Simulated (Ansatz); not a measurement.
# The perfect GaSb wire along [100], 6 atoms a period, H-terminated, part 2 of 2

What gap, if any, does the GaSb wire along [100], 6 atoms a period, H-terminated have, and how does it change with the functional?

Ansatz 0.2.0; DFT PBE, plane waves, PAW; relaxation of a wire's period; PAW set soft_1 (the session's first sound run).

So far. Step 2 (Relaxation of atoms and period): The cell's length comes to 6.245 Å with spin left out.

## Step 3: Bands of the perfect wire

This step: DFT PBE, plane waves, PAW; bands of a perfect wire; PAW set soft_1 (Ansatz 0.2.0).

At the relaxed period the bands are computed along the axis; those that cross an energy going forward count the channels that a perfect wire would open there.

Input file input.yaml:

```yaml
crystal:
  lattice:
    - [13.38, 0.0, 0.0]
    - [0.0, 13.38, 0.0]
    - [0.0, 0.0, 6.2447452634]
  atoms:
    - { symbol: Ga, position: [0.561024625, 0.561024625, 0.024765992] }
    - { symbol: H, position: [0.382442373, 0.382442373, 0.089987154] }
    - { symbol: H, position: [0.634705094, 0.634705094, 0.137385052] }
    - { symbol: Sb, position: [0.448419876, 0.448419876, 0.277685043] }
    - { symbol: H, position: [0.263770695, 0.637141666, 0.330107425] }
    - { symbol: H, position: [0.637141666, 0.263770695, 0.330107425] }
    - { symbol: Ga, position: [0.306787281, 0.55533841, 0.482718797] }
    - { symbol: Ga, position: [0.55533841, 0.306787281, 0.482718797] }
    - { symbol: H, position: [0.501065666, 0.738371135, 0.617487026] }
    - { symbol: H, position: [0.738371135, 0.501065666, 0.617487026] }
    - { symbol: H, position: [0.244637208, 0.484388908, 0.629619302] }
    - { symbol: H, position: [0.484388908, 0.244637208, 0.629619302] }
    - { symbol: Sb, position: [0.432688514, 0.651941009, 0.756667735] }
    - { symbol: Sb, position: [0.651941009, 0.432688514, 0.756667735] }
    - { symbol: H, position: [0.369421824, 0.736552604, 0.910585555] }
    - { symbol: H, position: [0.736552604, 0.369421824, 0.910585555] }
kpoints:
  mp_grid: { grid: [1, 1, 13] }
  band_path: { path: ["Γ", Z], npoints: 90 }
scf:
  occupations: { method: fermi_dirac, width: 0.05 }
hamiltonian:
  xc: pbe
  pseudopotentials: { kind: paw, azcp: { folder: soft_1 } }
output:
  dos: { e_range: [-5, 4] }
  write_potential: true
  write_density: true
  volumetric_format: npy
```

Run with:

```bash
$ ansatz run input.yaml --threads 4 --pin off --max-ram 16384MiB --backend cpu --events-out ev --progress --plain --runs-dir out
```

Numbers of over 12 decimals in the logs are rounded to 6 here.

The program printed:

```text
[...]
Crystal: 16 atoms, lattice volume = 1117.962 Å³
Basis set: ecut = 420 eV, 21929 PW (Γ)
Bands: 63, of which v1, the nominal top of the filled ones, is band 47 counted from 1 (46 counted from 0)
Symmetry: 2 space group operations
[...]
k-points: 7 of 13 (time reversal used)
[...]
SCF iter   1: F=—  HF=-30961.574531 eV  |F-HF|=—  |Δ(HF+E_count)|=         —  Δρ=2.91e-2  dr2=8.90e0  ethr=3.10e-3  ⟨swp⟩=8.0  Hψ=2155  notcnv=0  defer=6
[...]
SCF iter  10: F=-30958.716796 eV  HF=-30958.716796 eV  |F-HF|=8.13e-9  |Δ(HF+E_count)|=   1.15e-7  Δρ=1.27e-6  dr2=1.79e-8  ethr=1.06e-10  ⟨swp⟩=4.0  Hψ=1038  notcnv=0
SCF 1 converged in 10 iterations: F = -30958.716796 eV  dr2 = 1.79e-8
[...]
NSCF: frozen V_eff on 91 k-points
WARN: The output density's exchange-correlation potential varies sharply where the density is thin. Do not read a vacuum level from v_tot or v_xc, or from such a field of the output density. On a cell that repeats whose density bears no net charge and no dipole along the vacuum's axis use v_es (v_loc + v_h of the components); under efield.dipole_correction with no amplitude use v_es + v_field, which holds any externa [...]
SCF converged after 10 iterations
Free energy (F): -30958.716796 eV
[...]
Internal energy: -30958.716796 eV  (E = F + TS)
E sigma→0 (E₀):  -30958.716796 eV
Fermi energy:    -2.198299 eV
[...]
--- Band table (eV; the first three rows and the last of 7) ---
  k-point 0: bands = [... 43 lower, -4.6212, -4.5817, -4.1833, -4.0436, -0.3485, 0.0488, 0.2105, 0.2954, ... 12 higher]
  k-point 1: bands = [... 43 lower, -4.6183, -4.5848, -4.1827, -4.0467, -0.3413, 0.0482, 0.1018, 0.3037, ... 12 higher]
  k-point 2: bands = [... 43 lower, -4.6113, -4.5918, -4.1810, -4.0561, -0.3294, 0.0238, 0.0450, 0.3275, ... 12 higher]
  k-point 6: bands = [... 43 lower, -4.5903, -4.5667, -4.1732, -4.1266, -0.2871, -0.2065, 0.2845, 0.5891, ... 12 higher]
```

Run time: 43 s. Hardware: 4 threads of Intel Xeon 6975P-C (Granite Rapids), shared host; peak memory 3.8 GiB; 2.8 min of CPU time.

In the SCF lines HF is the Harris–Foulkes energy and dr2 the Hartree energy of the density residual, in eV; the loop may stop once dr2 is under the threshold and the program's other checks hold. Hψ counts applications of the Hamiltonian.

This step gave:

| Item | Value |
| --- | --- |
| band gap | 3.695 eV |

Electronic bands along the path, in eV, zero at the Fermi level; v1 is the highest filled band, c1 the lowest empty one:

| point | v4 | v3 | v2 | v1 | c1 | c2 | c3 | c4 |
| --- | --- | --- | --- | --- | --- | --- | --- | --- |
| Γ | -2.42 | -2.38 | -1.99 | -1.85 | 1.85 | 2.25 | 2.41 | 2.49 |
| halfway | -2.40 | -2.40 | -1.98 | -1.88 | 1.87 | 2.21 | 2.23 | 2.59 |
| Z | -2.39 | -2.37 | -1.97 | -1.93 | 1.93 | 1.97 | 2.50 | 2.80 |

The gap is 3.70 eV, with spin left out.

The path shows a direct gap of 3.70 eV (valence top at Γ, conduction bottom at Γ).

## Step 4: Levels at the same atoms, cutoff 500 eV, k-mesh 1×1×10

This step: DFT r2SCAN, plane waves, PAW; bands of a perfect wire at the PBE geometry; PAW set soft_1 (Ansatz 0.2.0).

The atoms stay at the PBE geometry and the functional changes. r2SCAN also reads the kinetic-energy density; it often gives larger moments and wider gaps than PBE, at a higher cost. Against the first PBE run of this kind, the cutoff is 500 eV against 420 and the mesh along the wire has 10 points against 13.

Changes to input.yaml since step 3:

```diff
@@ -23,3 +23,3 @@
 kpoints:
-  mp_grid: { grid: [1, 1, 13] }
+  mp_grid: { grid: [1, 1, 10] }
   band_path: { path: ["Γ", Z], npoints: 90 }
@@ -28,8 +28,3 @@
 hamiltonian:
-  xc: pbe
+  xc: r2scan
   pseudopotentials: { kind: paw, azcp: { folder: soft_1 } }
-output:
-  dos: { e_range: [-5, 4] }
-  write_potential: true
-  write_density: true
-  volumetric_format: npy
```

The program printed:

```text
[...]
Crystal: 16 atoms, lattice volume = 1117.962 Å³
Basis set: ecut = 500 eV, 28379 PW (Γ), exchange–correlation on 400×400×192 points (64 copies of the dense FFT grid, shifted against one another)
Bands: 63, of which v1, the nominal top of the filled ones, is band 47 counted from 1 (46 counted from 0)
Symmetry: 2 space group operations
[...]
k-points: 6 of 10 (time reversal used)
[...]
--- Band table (eV; the first three rows and the last of 6) ---
  k-point 0: bands = [... 43 lower, -4.8733, -4.8502, -4.4163, -4.2770, -0.2468, 0.2804, 0.3952, 0.5015, ... 12 higher]
  k-point 1: bands = [... 43 lower, -4.8696, -4.8544, -4.4154, -4.2818, -0.2352, 0.2759, 0.2765, 0.5255, ... 12 higher]
  k-point 2: bands = [... 43 lower, -4.8620, -4.8604, -4.4134, -4.2964, -0.2150, 0.2339, 0.2639, 0.5729, ... 12 higher]
  k-point 5: bands = [... 43 lower, -4.8524, -4.8217, -4.4114, -4.3521, -0.0898, -0.0205, 0.5248, 0.7645, ... 12 higher]
[key lines of the parts left out:]
SCF converged after 9 iterations
Free energy (F): -31025.193828 eV
Fermi energy:    -2.254126 eV
```

It took 75 s on 4 threads; peak memory 6.1 GiB.

This step gave:

- band gap: 4.030 eV

The electronic bands at the labelled points (eV, zero at the Fermi level; v1 is the highest filled band, c1 the lowest empty one):

| point | v4 | v3 | v2 | v1 | c1 | c2 | c3 | c4 |
| --- | --- | --- | --- | --- | --- | --- | --- | --- |
| Γ | -2.62 | -2.60 | -2.16 | -2.02 | 2.01 | 2.53 | 2.65 | 2.76 |
| halfway | -2.61 | -2.60 | -2.16 | -2.05 | 2.05 | 2.50 | 2.51 | 2.86 |
| Z | -2.60 | -2.57 | -2.16 | -2.10 | 2.16 | 2.23 | 2.78 | 3.02 |

The gap is 4.03 eV, against 3.70 eV under PBE at the relaxed period.

## Step 5: Levels at the same atoms, level HSE06, cutoff 420 eV

This step: DFT HSE06, plane waves, PAW; levels of a perfect wire at the PBE geometry; PAW set soft_1 (Ansatz 0.2.0).

The atoms stay at the PBE geometry and the functional changes. HSE06 mixes in a quarter of short-range exact exchange, which removes part of the self-interaction that closes gaps; it is dear, so the mesh is thinner and no path is run. Against the first PBE run of this kind, the mesh along the wire has 5 points against 13.

Changes to input.yaml since step 4:

```diff
@@ -23,4 +23,3 @@
 kpoints:
-  mp_grid: { grid: [1, 1, 10] }
-  band_path: { path: ["Γ", Z], npoints: 90 }
+  mp_grid: { grid: [1, 1, 5] }
 scf:
@@ -28,3 +27,3 @@
 hamiltonian:
-  xc: r2scan
+  xc: hse06
   pseudopotentials: { kind: paw, azcp: { folder: soft_1 } }
```

The program printed:

```text
[...]
Crystal: 16 atoms, lattice volume = 1117.962 Å³
Basis set: ecut = 420 eV, 21929 PW (Γ)
Bands: 63, of which v1, the nominal top of the filled ones, is band 47 counted from 1 (46 counted from 0)
Symmetry: 2 space group operations
[...]
k-points: 3 of 5 (time reversal used)
[...]
Internal energy: -30973.440349 eV  (E = F + TS)
E sigma→0 (E₀):  -30973.440349 eV
Fermi energy:    -2.303894 eV
[...]
--- Band table (eV) ---
  k-point 0: bands = [... 43 lower, -5.2185, -5.1690, -4.7020, -4.5833, -0.0530]
  k-point 1: bands = [... 43 lower, -5.2214, -5.1740, -4.7013, -4.5900, -0.0193]
  k-point 2: bands = [... 43 lower, -5.1910, -5.1790, -4.7034, -4.6158, 0.0293]
  guard bands above this table: 15 of the run's 63 bands. The solve was not asked for them (output.publish_guard_bands: true or output.eigenvalues: true publishes all)
[key lines of the parts left out:]
Free energy (F): -30973.440349 eV
```

Run time: 40 s. Hardware: 4 threads; peak memory 2.3 GiB.

This step gave:

| Quantity | Value |
| --- | --- |
| band gap | 4.530 eV |

The gap is 4.53 eV, against 3.70 eV under PBE at the relaxed period.

## Step 6: Two-component spinors, k-mesh 1×1×9

This step: DFT PBE, plane waves, fully relativistic PAW; bands of a perfect wire with spin-orbit coupling; PAW set soft_1 (Ansatz 0.2.0).

Spin-orbit coupling mixes the spins and splits bands that cross or touch without it, so it can open or close channels. Fully relativistic datasets take the place of the scalar ones. Against the first PBE run of this kind, the mesh along the wire has 9 points against 13.

Changes to input.yaml since step 5:

```diff
@@ -23,3 +23,4 @@
 kpoints:
-  mp_grid: { grid: [1, 1, 5] }
+  mp_grid: { grid: [1, 1, 9] }
+  band_path: { path: ["Γ", Z], npoints: 90 }
 scf:
@@ -27,3 +28,6 @@
 hamiltonian:
-  xc: hse06
-  pseudopotentials: { kind: paw, azcp: { folder: soft_1 } }
+  xc: pbe
+  pseudopotentials: { kind: paw_fr, azcp: { folder: soft_1 } }
+magnetization:
+  noncollinear: true
+  spin_orbit: true
```

The program printed:

```text
[...]
non-collinear run that drives no moment, with spin-orbit: no starting moment large enough to seed its density (crystal.atoms[].spin), no starting occupations that ask for one, no magnetisation constraint and no magnetic field, so the semilocal B_xc is pinned to zero
Crystal: 16 atoms, lattice volume = 1117.962 Å³
Basis set: ecut = 420 eV, 21929 PW (Γ)
[...]
k-point 0: bands = [... 90 lower, -4.2034, -4.2034, -3.9955, -3.9955, -0.3474, -0.3474, 0.0460, 0.0460, ... 28 higher]
  k-point 1: bands = [... 90 lower, -4.2103, -4.1980, -4.0060, -3.9963, -0.3412, -0.3283, 0.0351, 0.0417, ... 28 higher]
  k-point 2: bands = [... 90 lower, -4.2186, -4.1981, -4.0251, -4.0086, -0.3386, -0.3157, 0.0105, 0.0153, ... 28 higher]
  k-point 4: bands = [... 90 lower, -4.2415, -4.2319, -4.0514, -4.0450, -0.3101, -0.2854, -0.2007, -0.1755, ... 28 higher]
[key lines of the parts left out:]
SCF converged after 10 iterations
Magnetization: |M| = 0.0000 μB,  M = (+0.0000, +0.0000, +0.0000) μB
Free energy (F): -30966.172939 eV
Fermi energy:    -2.173487 eV
```

Elapsed: 6.3 min, on 4 threads; peak memory 14 GiB; 25 min of CPU time.

This step gave:

- band gap: 3.646 eV

The gap is 3.65 eV, against 3.70 eV under PBE at the relaxed period, with no moment.

## Step 7: The ladder

Times are for 4 threads of Intel Xeon 6975P-C (Granite Rapids), shared host. The runs compared:

| no. | run | band gap (eV) | time | memory (GiB) |
| --- | --- | --- | --- | --- |
| 1 | lead | 3.695 | 43 s | 3.8 |
| 2 | levels | 4.030 | 75 s | 6.1 |
| 3 | levels | 4.530 | 40 s | 2.3 |
| 4 | SOC | 3.646 | 6.3 min | 14 |

## Step 8: Results

| Property | Result |
| --- | --- |
| cell length, PBE | 6.245 Å |
| gap, PBE | 3.70 eV |
| gap, r2SCAN | 4.03 eV |
| gap, HSE06 | 4.53 eV |
| gap, with spin-orbit coupling | 3.65 eV |

**Reading.** Under PBE the cell's length is 6.24 Å, and a gap of 3.70 eV makes it a semiconductor. At the relaxed period the wire is gapped under every functional, from 3.70 eV (PBE) to 4.53 eV (HSE06). Weak screening in one dimension makes quasiparticle gaps larger than the semilocal gaps, as a rule. Spin-orbit coupling changes the gap from 3.70 to 3.65 eV. Plain hydrogen on a compound's surface is a simple closure: it may leave surface states, and facets that end in unlike atoms put a field across the wire, both of which shrink the gap. A hybrid's gap is read on a coarse mesh, without a band path.

[Logs are printed without paths, hosts, clocks, repeated set-up lines and the standing remarks that a program may print on its own settings, such as how far it seeks lower states.]

[Hosts, paths, dates, database ids (printed as entryN), source tags and the programs' standing remarks are cut or masked in the printed files.]
